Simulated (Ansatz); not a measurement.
# WSi2P4 bilayer (AB) in a perpendicular field, part 2 of 4

Aim: how the WSi2P4 bilayer (AB) screens a field along its normal, and what the field does to its bands. A positive field points along +c.

Ansatz 0.2.0; plane-wave DFT, r2SCAN-D4, Ansatz PAW.

So far. Step 2 (Relaxation): The lattice constant a goes from 3.480 to 3.440 Å.

## 3. Atoms held, field 0

A sawtooth potential applies the field, turning back in the middle of the vacuum. With the dipole correction the typed value is the field outside the slab. The induced dipole is small, so the SCF threshold is tight.

The cell differs from the one that the last finished run ended in (c 71.422 → 40.043 Å).

File input.yaml:

```yaml
crystal:
  lattice:
    - [3.4404336888, 0.0, 0.0]
    - [-1.7202168444, 2.9795029746, 0.0]
    - [0.0, 0.0, 40.0434973317]
  atoms:
    - { symbol: P, position: [0.0, 0.0, 0.2247555933] }
    - { symbol: Si, position: [0.3333333333, 0.6666666667, 0.2501312136] }
    - { symbol: P, position: [0.3333333333, 0.6666666667, 0.3061721384] }
    - { symbol: W, position: [0.0, 0.0, 0.3416675781] }
    - { symbol: P, position: [0.3333333333, 0.6666666667, 0.3771723204] }
    - { symbol: Si, position: [0.3333333333, 0.6666666667, 0.4331884414] }
    - { symbol: P, position: [0.0, 0.0, 0.4585450792] }
    - { symbol: P, position: [0.3333333333, 0.6666666667, 0.5414708918] }
    - { symbol: Si, position: [0.6666666667, 0.3333333333, 0.5668117311] }
    - { symbol: P, position: [0.6666666667, 0.3333333333, 0.6228377378] }
    - { symbol: W, position: [0.3333333333, 0.6666666667, 0.6583315287] }
    - { symbol: P, position: [0.6666666667, 0.3333333333, 0.6938273644] }
    - { symbol: Si, position: [0.6666666667, 0.3333333333, 0.749868609] }
    - { symbol: P, position: [0.3333333333, 0.6666666667, 0.7752444067] }
kpoints:
  mp_grid: { grid: [18, 18, 1] }
  band_path:
    path: [[0, 0, 0], [0.5, 0, 0], [0.33333333, 0.33333333, 0], [0, 0, 0]]
    npoints: 16
hamiltonian:
  xc: r2scan
  dispersion: d4
scf:
  occupations: { method: fermi_dirac, width: 0.02585 }
  convergence: { dr2_threshold: 1.0e-10 }
efield:
  axis: 3
  dipole_correction: true
  ramp_position: 0.97
  ramp_width: 0.06
  amplitude: 0
output:
  dos: { projected: true, e_range: [-6, 5] }
  bader: true
  write_potential: true
  write_density: true
  volumetric_format: npy
  elf: true
```

Launch:

```console
ansatz run input.yaml --threads 4 --pin off --max-ram 12288MiB --backend cpu --events-out ev --progress --plain --runs-dir out
```

Numbers of over 12 decimals in the logs are rounded to 6 here.

Log:

```text
[...]
Crystal: 14 atoms, lattice volume = 410.477 Å³
Basis set: ecut = 500 eV, 10467 PW (Γ), exchange–correlation on 108×108×1200 points (64 copies of the dense FFT grid, shifted against one another)
Bands: 56, of which v1, the nominal top of the filled ones, is band 42 counted from 1 (41 counted from 0)
Symmetry: 6 space group operations
[...]
k-points: 37 of 324 (time reversal used)
[...]
SCF iter   1: F=—  HF=-29430.289669 eV  |F-HF|=—  |Δ(HF+E_count)|=         —  Δρ=7.02e-3  dr2=1.26e0  dr2_τ=2.51e-1  ethr=1.77e-3  p=0.001 e·Å  D=3.01e-4 V/Å  ΔV_dip=-0.01 eV  dr2_dipole=8.48e-5  V_vac-E_F(+/−)=5.19/5.21 eV  ⟨swp⟩=10.6  Hψ=12716  notcnv=0  defer=34
efield: sawtooth ramp at fractional position 0.9700 (set: `efield.ramp_position`, or a place that a band, a saddle search or an elastic batch's reference lends), width 0.0600; the density the first Hamiltonian is built on has a dipole p = 0.001 e·Å; the dipole correction subtracts the counter field D = 3.01e-4 V/Å, which shifts the + side's vacuum level by -0.01 eV against the − side's; the planar-averaged density in the ramp window peaks in size at 1.9e-6 e/Å³
[...]
SCF iter   2: F=—  HF=-29430.363200 eV  |F-HF|=—  |Δ(HF+E_count)|=   7.35e-2  Δρ=4.35e-3  dr2=2.53e-1  dr2_τ=2.66e-2  ethr=1.50e-3  p=-0.002 e·Å  D=-7.72e-4 V/Å  ΔV_dip=0.03 eV  dr2_dipole=2.43e-5  V_vac-E_F(+/−)=4.53/4.50 eV  ⟨swp⟩=3.1  Hψ=3006  notcnv=0  defer=264
[...]
SCF iter  15: F=-29430.339611 eV  HF=-29430.339611 eV  |F-HF|=1.02e-10  |Δ(HF+E_count)|=  3.64e-11  Δρ=5.25e-8  dr2=2.00e-11  dr2_τ=1.15e-12  ethr=1.00e-12  p=-0.001 e·Å  D=-4.36e-4 V/Å  ΔV_dip=0.02 eV  dr2_dipole=3.29e-15  V_vac-E_F(+/−)=4.93/4.91 eV  ⟨swp⟩=14.9  Hψ=8306  notcnv=0
SCF 1 converged in 15 iterations: F = -29430.339611 eV  dr2 = 2.00e-11
[...]
NSCF: frozen V_eff on 49 k-points
efield: sawtooth ramp at fractional position 0.9700 (kept from the solve that this one continues, or follows in the run), width 0.0600; the density the first Hamiltonian is built on has a dipole p = -0.001 e·Å; the dipole correction subtracts the counter field D = -4.36e-4 V/Å, which shifts the + side's vacuum level by +0.02 eV against the − side's; the planar-averaged density in the ramp window peaks in size at 3.1e-7 e/Å³
[...]
SCF converged after 15 iterations
Free energy (F): -29430.339611 eV
[...]
Internal energy: -29430.339611 eV  (E = F + TS)
E sigma→0 (E₀):  -29430.339611 eV
Fermi energy:    3.960028 eV
Dipole field:    D = -0.000435 V/Å  (p = -0.000988 e·Å, saw-weighted, corrected)
Work function:   Φ+ = 4.9282 eV   Φ− = 4.9108 eV
Levels:          The Fermi level and band energies are counted from a zero that moves with the ramp; work functions are not
[...]
--- Band table (eV; the first three rows and the last of 37) ---
  k-point 0: bands = [... 38 lower, 2.4742, 2.4742, 3.0947, 3.4299, 6.2652, 6.2652, 6.2861, 6.2861, ... 10 higher]
  k-point 1: bands = [... 38 lower, 2.3883, 2.5258, 3.1150, 3.4134, 6.1855, 6.2076, 6.3734, 6.3943, ... 10 higher]
  k-point 2: bands = [... 38 lower, 2.2731, 2.5338, 3.0853, 3.3098, 5.9710, 6.0251, 6.0824, 6.1968, ... 10 higher]
  k-point 36: bands = [... 38 lower, 2.2915, 2.3128, 3.4837, 3.5063, 4.4137, 4.4304, 5.0970, 5.2035, ... 10 higher]
--- Bader charges: 14 sites ---
  site symbol  charge [e]  shift [e]
     0      P     -1.5837     0.0200
     1     Si      2.1263     0.0280
     2      P     -1.1015     0.0104
     3      W      1.1175     0.0048
     4      P     -1.1017     0.0104
     5     Si      2.1262     0.0280
     6      P     -1.5831     0.0200
     7      P     -1.5836     0.0200
     8     Si      2.1262     0.0280
     9      P     -1.1015     0.0104
    10      W      1.1174     0.0048
    11      P     -1.1013     0.0104
    12     Si      2.1263     0.0280
    13      P     -1.5837     0.0200
  estimated error of the sums over rays = 9.3e-4 e
```

Elapsed: 2.2 min, on 4 threads of Arm Neoverse V2, shared host; peak memory 2.3 GiB; 8.6 min of CPU time.

The column dr2 measures how far the density is from self-consistency, as an energy; F and HF (Harris–Foulkes) agree once it is small.

This step gave:

| Quantity | Value |
| --- | --- |
| dipole along the normal | -9.88e-4 e·Å |
| gap along the path | 0.9074 eV |
| smallest direct gap along the path | 0.9074 eV |
| ionisation energy, upper face | 5.382 eV |
| electron affinity, upper face | 4.475 eV |
| gap, the smaller of path and mesh | 0.9074 eV |

The electron's electrostatic potential energy less the Fermi level oscillates, so the rows of the table below give means over windows of 4.2 Å about each position, cut where the curve ends. Its maxima inside the range that stand out by 2 % of the span (Å: eV): 11.6: -4.94, 15.8: -4.94, 20.0: 1.18, 24.3: -4.93, 28.4: -4.92. Its minima: 9.6: -9.21, 13.2: -11.1, 17.8: -9.22, 22.3: -9.20, 25.9: -11.0, 30.4: -9.19.

Running mean over a fixed 2.5 Å (it still follows the layers) of the planar mean; the ramp of the sawtooth is left out. Table of electron's electrostatic potential energy less the Fermi level by z; means over each step:

| z (Å) | electron's electrostatic potential energy less the Fermi level (eV) |
| --- | --- |
| 5.57 | 4.53 |
| 9.77 | -5.73 |
| 13.97 | -8.58 |
| 18.17 | -4.98 |
| 22.37 | -5.68 |
| 26.57 | -8.56 |
| 30.77 | -4.82 |
| 34.97 | 4.81 |

The density of states has structure finer than the step of the table below, so its rows give means over 0.2 eV, whole bins alone (the curve runs from -6 to 2.44 eV). Peaks (eV: height): -5.42: 14.3, -3.19: 17.5, -2.66: 16.2, -2.39: 23.3, -2.31: 14.1, 1.58: 19.8, 2.13: 13.9.

The density of states by energy, zero at the Fermi level of the run, which the smearing sets inside the gap; means over each step:

energy (eV), density of states (states/eV a cell) and a bar:
```
     -5.8        7.8 ################
     -5.6        4.9 ##########
     -5.4       10.3 ######################
     -5.2        7.1 ###############
     -5.0        5.6 ############
     -4.8        5.7 ############
     -4.6        4.8 ##########
     -4.4        7.8 ################
     -4.2        6.7 ##############
     -4.0        6.8 ##############
     -3.8        8.8 ###################
     -3.6        8.9 ###################
     -3.4        9.7 ####################
     -3.2       13.1 ############################
     -3.0       10.4 ######################
     -2.8        8.7 ##################
     -2.6       12.4 ##########################
     -2.4       14.3 ##############################
     -2.2        8.8 ##################
     -2.0        9.5 ####################
     -1.8        6.0 #############
     -1.6        5.8 ############
     -1.4        7.3 ###############
     -1.2        3.7 ########
     -1.0        2.9 ######
     -0.8        1.9 ####
     -0.6        1.4 ###
     -0.4        0.0 
     -0.2        0.0 
      0.0        0.0 
      0.2        0.0 
      0.4        0.0 
      0.6        0.8 ##
      0.8        1.4 ###
      1.0        3.1 #######
      1.2        6.5 ##############
      1.4        9.0 ###################
      1.6       13.5 ############################
      1.8       10.2 #####################
      2.0       10.5 ######################
      2.2        8.9 ###################
```

Projected DOS per atom over height of the atomic layer and energy from the Fermi level. Layers: P Si P W P Si P P Si P W P Si P from below.

Values in states/eV, 22 rows by 14 columns, each cell a mean:
```
0.37 0.46 0.41 1.00 0.44 0.46 0.37 0.40 0.47 0.44 1.03 0.41 0.46 0.37
0.47 0.55 0.46 1.59 0.41 0.54 0.45 0.45 0.54 0.41 1.67 0.46 0.56 0.47
0.51 0.59 0.33 2.27 0.34 0.56 0.48 0.49 0.56 0.32 2.17 0.32 0.58 0.51
0.23 0.30 0.12 0.79 0.13 0.38 0.29 0.24 0.34 0.12 0.77 0.11 0.28 0.21
0.01 0.03 0.03 0.43 0.03 0.03 0.02 0.01 0.03 0.03 0.40 0.03 0.03 0.01
0.00 0.00 0.00 0.03 0.00 0.00 0.00 0.00 0.00 0.00 0.03 0.00 0.00 0.00
0.00 0.00 0.00 0.00 0.00 0.00 0.00 0.00 0.00 0.00 0.00 0.00 0.00 0.00
0.01 0.00 0.01 0.12 0.01 0.00 0.02 0.02 0.00 0.02 0.14 0.01 0.00 0.01
0.06 0.03 0.06 0.72 0.07 0.03 0.07 0.08 0.03 0.07 0.74 0.06 0.03 0.06
0.07 0.04 0.16 1.27 0.17 0.04 0.08 0.08 0.05 0.18 1.31 0.17 0.04 0.07
0.36 0.11 0.47 1.39 0.46 0.10 0.36 0.40 0.10 0.48 1.33 0.49 0.11 0.39
0.69 0.16 0.56 0.68 0.62 0.20 0.97 1.00 0.20 0.61 0.73 0.56 0.17 0.73
1.40 0.28 0.94 1.16 0.81 0.26 0.96 0.99 0.27 0.87 1.20 0.97 0.29 1.43
1.04 0.27 0.82 1.11 0.85 0.26 0.89 0.84 0.26 0.85 1.06 0.82 0.26 0.99
0.94 0.38 0.95 1.17 0.93 0.38 0.94 0.94 0.39 0.90 1.16 0.95 0.40 0.97
0.76 0.41 0.66 0.74 0.68 0.40 0.82 0.82 0.41 0.66 0.74 0.64 0.42 0.75
0.67 0.44 0.52 0.71 0.55 0.44 0.74 0.71 0.42 0.53 0.69 0.50 0.42 0.64
0.53 0.45 0.48 0.71 0.48 0.45 0.56 0.56 0.45 0.49 0.71 0.48 0.46 0.53
0.41 0.35 0.29 0.46 0.29 0.35 0.42 0.43 0.35 0.30 0.47 0.30 0.35 0.42
0.39 0.33 0.43 0.64 0.43 0.33 0.40 0.40 0.33 0.45 0.66 0.45 0.33 0.39
0.41 0.43 0.82 0.82 0.78 0.42 0.43 0.41 0.41 0.76 0.78 0.79 0.42 0.39
0.40 0.41 0.82 0.51 0.84 0.42 0.38 0.40 0.43 0.83 0.50 0.82 0.43 0.42
```
Columns: height of the atomic layer (Å) from 9 to 31.0 (not evenly spaced); rows upwards: energy from the Fermi level (eV) from -5.96 to 2.41.

Electronic bands along the path, in eV, zero at the Fermi level of the run, which the smearing sets inside the gap:

| point | band 39 | band 40 | band 41 | band 42 | band 43 | band 44 | band 45 | band 46 |
| --- | --- | --- | --- | --- | --- | --- | --- | --- |
| Γ | -1.49 | -1.49 | -0.87 | -0.53 | 2.31 | 2.31 | 2.33 | 2.33 |
| halfway | -2.12 | -1.83 | -1.37 | -1.34 | 1.33 | 1.49 | 1.62 | 1.75 |
| M | -1.94 | -1.93 | -1.48 | -1.46 | 0.95 | 0.98 | 1.10 | 1.12 |
| halfway | -2.06 | -1.91 | -1.05 | -1.04 | 1.00 | 1.04 | 1.42 | 1.49 |
| K | -1.67 | -1.65 | -0.48 | -0.45 | 0.45 | 0.47 | 1.14 | 1.24 |
| halfway | -2.05 | -1.87 | -1.44 | -1.42 | 1.55 | 1.58 | 1.81 | 1.90 |
| Γ | -1.49 | -1.49 | -0.87 | -0.53 | 2.31 | 2.31 | 2.33 | 2.33 |

Valence density in the ca plane at fractional y = 0.667, with atoms of Si and P and W within 0.2 Å of it. It is the smooth field of the valence electrons, not physical close to the nuclei.

Ten steps, logarithmic in the rise over the least value, from '0' (0.0 e/Å³) to '9' (5.0 e/Å³), each cell a mean:
```
44443210112344433233444433444433233443221000
44443210012334333334444333444433333433210000
44443211123444432233444444444332233444321000
44432111234555432223345676544322234555542100
44421111355555432112346999753221124555554200
23321012455235431112348999853211124542454210
34321112355345432112347999853211124553554210
44432111345555432122345788643321234555543100
44432111134454432223444555444322234454432100
```
Columns run along c (16.0 Å, from fractional 0.44 to 0.84 of the cell), rows up along a (3.4 Å). Atoms in or near the plane, at fractional coordinates: P at (0.54, 0.33), W at (0.66, 0.33), P at (0.78, 0.33).

Electrostatic potential energy in the ca plane at fractional y = 0.667, with atoms of Si and P and W within 0.2 Å of it. With pseudopotentials it is smooth inside the atoms' cores, unlike the true potential.

Ten even steps from '0' (-61 eV) to '9' (9 eV), each cell a mean:
```
98889999999998889998889999988899988889999999
98889999999998888998889999988899988889999999
88899999999988889999889888898999988889999999
78899999998778899999998656789999999877789999
26899999974126899999986201489999999731279999
04799999961003899999984000279999998500058999
14899999972004899999984100379999998610158999
57899999986457899999987423689999999854589999
88899999999888899999998877899999998888899999
```
Columns run along c (16.0 Å, from fractional 0.44 to 0.84 of the cell; values clipped at the 3rd and 97th percentile), rows up along a (3.4 Å). Atoms in or near the plane, at fractional coordinates: P at (0.54, 0.33), W at (0.66, 0.33), P at (0.78, 0.33).

ELF in the ca plane at fractional y = 0.667, with atoms of Si and P and W within 0.2 Å of it. It is the smooth field of the valence electrons, not physical close to the nuclei.

Ten even steps from '0' (0.00) to '9' (0.93), each cell a mean:
```
00000000000000014677777652112343122124421014
00000000000000024788766642001222122112210013
00000000000000013567778763223565321246642225
00000000000000000134578865567788632589876655
00000000000000000001356435898446743675369973
00000000000000000000132346998101532530059983
00000000000000000001243225998103633551069973
00000000000000000012467655787778733688678864
00000000000000001356678864345787522368764345
```
Columns run along c (16.0 Å, from fractional 0.04 to 0.44 of the cell), rows up along a (3.4 Å). Atoms in or near the plane, at fractional coordinates: Si at (0.25, 0.33), P at (0.31, 0.33), P at (0.38, 0.33), Si at (0.43, 0.33).

The gap is 0.91 eV, with the valence edge 5.38 eV and the conduction edge 4.47 eV under the upper vacuum level. Spin-orbit coupling, left out in this run, matters for the bands of elements this heavy.

## 4. Single point, field 0.03 V/Å

input.yaml, as its differences from that of step 3:

```diff
@@ -36,6 +36,4 @@
   ramp_width: 0.06
-  amplitude: 0
+  amplitude: 0.03
 output:
-  dos: { projected: true, e_range: [-6, 5] }
-  bader: true
   write_potential: true
@@ -43,2 +41 @@
   volumetric_format: npy
-  elf: true
```

Log:

```text
[...]
Crystal: 14 atoms, lattice volume = 410.477 Å³
Basis set: ecut = 500 eV, 10467 PW (Γ), exchange–correlation on 108×108×1200 points (64 copies of the dense FFT grid, shifted against one another)
Bands: 56, of which v1, the nominal top of the filled ones, is band 42 counted from 1 (41 counted from 0)
Symmetry: 6 space group operations
[...]
k-point 0: bands = [... 38 lower, 2.4969, 2.4969, 3.0929, 3.4322, 6.2436, 6.2436, 6.3075, 6.3075, ... 10 higher]
  k-point 1: bands = [... 38 lower, 2.4103, 2.5292, 3.1128, 3.4160, 6.1640, 6.2288, 6.3518, 6.3986, ... 10 higher]
  k-point 2: bands = [... 38 lower, 2.2702, 2.5366, 3.0820, 3.3134, 5.9597, 6.0264, 6.0861, 6.2029, ... 10 higher]
  k-point 36: bands = [... 38 lower, 2.2680, 2.3364, 3.4612, 3.5288, 4.3912, 4.4529, 5.0819, 5.2260, ... 10 higher]
[key lines of the parts left out:]
SCF converged after 16 iterations
Free energy (F): -29430.340150 eV
Fermi energy:    3.960341 eV
Dipole field:    D = 0.016264 V/Å  (p = 0.036894 e·Å, saw-weighted, corrected)
```

Wall time 1.7 min (4 threads); peak memory 2.3 GiB.

The dipole is 0.0369 e·Å, and the gap 0.862 eV.

## 5. Atoms held, field -0.03 V/Å

input.yaml, as its differences from that of step 4:

```diff
@@ -36,3 +36,3 @@
   ramp_width: 0.06
-  amplitude: 0.03
+  amplitude: -0.03
 output:
```

Log:

```text
[...]
Crystal: 14 atoms, lattice volume = 410.477 Å³
Basis set: ecut = 500 eV, 10467 PW (Γ), exchange–correlation on 108×108×1200 points (64 copies of the dense FFT grid, shifted against one another)
Bands: 56, of which v1, the nominal top of the filled ones, is band 42 counted from 1 (41 counted from 0)
Symmetry: 6 space group operations
[...]
k-point 0: bands = [... 38 lower, 2.4804, 2.4804, 3.0947, 3.4301, 6.2615, 6.2615, 6.2896, 6.2896, ... 10 higher]
  k-point 1: bands = [... 38 lower, 2.3940, 2.5260, 3.1150, 3.4135, 6.1818, 6.2110, 6.3696, 6.3977, ... 10 higher]
  k-point 2: bands = [... 38 lower, 2.2730, 2.5337, 3.0853, 3.3100, 5.9700, 6.0232, 6.0852, 6.1969, ... 10 higher]
  k-point 36: bands = [... 38 lower, 2.2893, 2.3152, 3.4837, 3.5063, 4.4078, 4.4362, 5.1100, 5.1808, ... 10 higher]
[key lines of the parts left out:]
SCF converged after 15 iterations
Free energy (F): -29430.340209 eV
Fermi energy:    3.958810 eV
Dipole field:    D = -0.017136 V/Å  (p = -0.038873 e·Å, saw-weighted, corrected)
```

Wall time 99 s (4 threads); peak memory 2.3 GiB.

The dipole is -0.0389 e·Å, and the gap 0.902 eV.

## 6. Single point, field 0.15 V/Å

input.yaml, as its differences from that of step 5:

```diff
@@ -34,5 +34,5 @@
   dipole_correction: true
-  ramp_position: 0.97
-  ramp_width: 0.06
-  amplitude: -0.03
+  ramp_position: 0.9693
+  ramp_width: 0.0614
+  amplitude: 0.15
 output:
```

Log:

```text
[...]
Crystal: 14 atoms, lattice volume = 410.477 Å³
Basis set: ecut = 500 eV, 10467 PW (Γ), exchange–correlation on 108×108×1200 points (64 copies of the dense FFT grid, shifted against one another)
Bands: 56, of which v1, the nominal top of the filled ones, is band 42 counted from 1 (41 counted from 0)
Symmetry: 6 space group operations
[...]
k-point 0: bands = [... 38 lower, 2.6038, 2.6038, 3.0695, 3.4627, 6.1516, 6.1516, 6.3927, 6.3927, ... 10 higher]
  k-point 1: bands = [... 38 lower, 2.5153, 2.5686, 3.0862, 3.4500, 6.0706, 6.2597, 6.3020, 6.3248, ... 10 higher]
  k-point 2: bands = [... 38 lower, 2.2889, 2.5688, 3.0453, 3.3569, 5.8717, 5.9831, 6.1498, 6.2666, ... 10 higher]
  k-point 36: bands = [... 38 lower, 2.1756, 2.4322, 3.3705, 3.6181, 4.3006, 4.5423, 5.0089, 5.2419, ... 10 higher]
[key lines of the parts left out:]
SCF converged after 25 iterations
Free energy (F): -29430.353668 eV
Fermi energy:    3.959406 eV
Dipole field:    D = 0.083064 V/Å  (p = 0.188425 e·Å, saw-weighted, corrected)
```

It took 2 min on 4 threads; peak memory 2.3 GiB.

The dipole is 0.188 e·Å, and the gap 0.683 eV.

## 7. Atoms held, field 0.25 V/Å

input.yaml, as its differences from that of step 6:

```diff
@@ -36,3 +36,3 @@
   ramp_width: 0.0614
-  amplitude: 0.15
+  amplitude: 0.25
 output:
```

Log:

```text
[...]
Crystal: 14 atoms, lattice volume = 410.477 Å³
Basis set: ecut = 500 eV, 10467 PW (Γ), exchange–correlation on 108×108×1200 points (64 copies of the dense FFT grid, shifted against one another)
Bands: 56, of which v1, the nominal top of the filled ones, is band 42 counted from 1 (41 counted from 0)
Symmetry: 6 space group operations
[...]
k-point 0: bands = [... 38 lower, 2.6996, 2.6996, 3.0384, 3.5072, 6.0721, 6.0721, 6.3539, 6.3539, ... 10 higher]
  k-point 1: bands = [... 38 lower, 2.6097, 2.6159, 3.0529, 3.4981, 5.9890, 6.1797, 6.2376, 6.3860, ... 10 higher]
  k-point 2: bands = [... 38 lower, 2.3800, 2.6076, 3.0035, 3.4128, 5.7838, 5.9279, 6.2111, 6.3412, ... 10 higher]
  k-point 36: bands = [... 38 lower, 2.1006, 2.5136, 3.2945, 3.6916, 4.2248, 4.6159, 4.9397, 5.1649, ... 10 higher]
[key lines of the parts left out:]
SCF converged after 25 iterations
Free energy (F): -29430.378825 eV
Fermi energy:    3.958199 eV
Dipole field:    D = 0.138744 V/Å  (p = 0.314733 e·Å, saw-weighted, corrected)
```

Run time: 2.1 min. Hardware: 4 threads; peak memory 2.3 GiB.

The dipole is 0.315 e·Å, and the gap 0.533 eV.

[end of part 2 of 4]

[Logs are printed without paths, hosts, clocks, repeated set-up lines and the standing remarks that a program may print on its own settings, such as how far it seeks lower states.]

[Hosts, paths, dates, database ids (printed as entryN), source tags and the programs' standing remarks are cut or masked in the printed files.]

[Maps of the electrostatic potential energy from Ansatz leave out the sawtooth potential of an applied field or a dipole correction, so their vacuum need not be flat; planar profiles and work functions include it.]
